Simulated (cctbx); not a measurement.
# Diagnosing a refinement

Cell a = 7.4750 Å, b = 7.4750 Å, c = 13.7300 Å, α = 90.00°, β = 90.00°, γ = 90.00°; space group I4/mcm (no. 140). The compound is TbGdLu4Ni2.

The data are simulated with cctbx, not measured: Mo Kα, λ = 0.71073 Å, to d = 0.84 Å, 50 % of the full sphere, strongest reflection 20000 counts, noise from counting, a 4 % proportional error and a noise floor of 8 counts (s.d.); no absorption.

An anisotropic refinement with weights 1/σ² prints:

```text
Rint 0.034, 202 unique reflections to 0.84 A
cycle     R1     wR2    GooF  max shift (A)
   1  0.2180  0.5008  18.485   0.02459
   2  0.2049  0.4361  16.095   0.00002
final R1 0.2049 wR2 0.4361 GooF 16.095  parameters 10  data/parameter 20.2
atom        x        y        z      Ueq    occ   su(xyz)  su(Uiso or U11)
Lu1    0.65501  0.84499  0.13539   0.0048  1.000  0.00041  0.0027
Tb1    0.50000  0.50000  0.00000   0.0062  1.000  0.00000  0.0041
Gd1    0.50000  0.50000  0.25000   0.0019  1.000  0.00000  0.0039
difference map: max 77.33 min -11.52 rms 4.92
Q1    0.1319  0.3681  0.0000    8   79.14  2.84 A from Lu1
Q2    0.1397  0.3603  0.3663   16   42.55  0.16 A from Lu1
Q3    0.0000  0.0000  0.2500    4   26.06  0.00 A from Gd1
Q4    0.0000  0.0000  0.0000    4   19.32  0.00 A from Tb1
Q5    0.1337  0.3663  0.2727   16   10.89  1.28 A from Lu1
Q6    0.1397  0.3603  0.1934   16    9.74  2.31 A from Lu1
```

Q: Accept it or mend it, and why?

Mend it. The fault: an atom left out, Ni at (0.1306, 0.3694, 0). Against the right model at the same level, R1 goes from 0.0109 to 0.2049 and GooF from 0.90 to 16.09, U of Tb1 shrinks from 0.0188 to 0.0062 Å², U of Lu1 shrinks from 0.0135 to 0.0048 Å² and the top difference peak, 79.1 e/Å³, lies 2.84 Å from Lu1. Q1 is the missing atom. With scattering power missing, scale and phases suffer, so peaks may also grow on the heavy atoms.

The compound is TbGdLu4Ni2. The right model at the same level gives:

```text
Rint 0.034, 202 unique reflections to 0.84 A
cycle     R1     wR2    GooF  max shift (A)
   1  0.0189  0.0519   1.936   0.00036
   2  0.0109  0.0242   0.904   0.00000
final R1 0.0109 wR2 0.0242 GooF 0.904  parameters 14  data/parameter 14.4
atom        x        y        z      Ueq    occ   su(xyz)  su(Uiso or U11)
Lu1    0.65318  0.84682  0.13427   0.0135  1.000  0.00002  0.0001
Tb1    0.50000  0.50000  0.00000   0.0188  1.000  0.00000  0.0002
Gd1    0.50000  0.50000  0.25000   0.0130  1.000  0.00000  0.0002
Ni1    0.13050  0.36950  0.00000   0.0200  1.000  0.00011  0.0004
difference map: max 0.94 min -0.78 rms 0.20
Q1    0.0539  0.2584  0.2798   32    0.97  1.54 A from Lu1
Q2    0.1121  0.3879  0.1161   16    0.65  1.61 A from Ni1
Q3    0.0000  0.0967  0.2500   16    0.57  0.72 A from Gd1
Q4    0.0863  0.2754  0.5000   16    0.53  1.77 A from Ni1
Q5    0.1193  0.1229  0.1049   32    0.53  1.76 A from Lu1
Q6    0.0000  0.5000  0.4736    8    0.48  1.43 A from Ni1
```

This is a model crystal, built by substitution and not relaxed, with assumed displacement parameters.

[Middle refinement cycles are left out of these outputs.]

[Logs are printed without paths, hosts, clocks, repeated set-up lines and the standing remarks that a program may print on its own settings, such as how far it seeks lower states.]
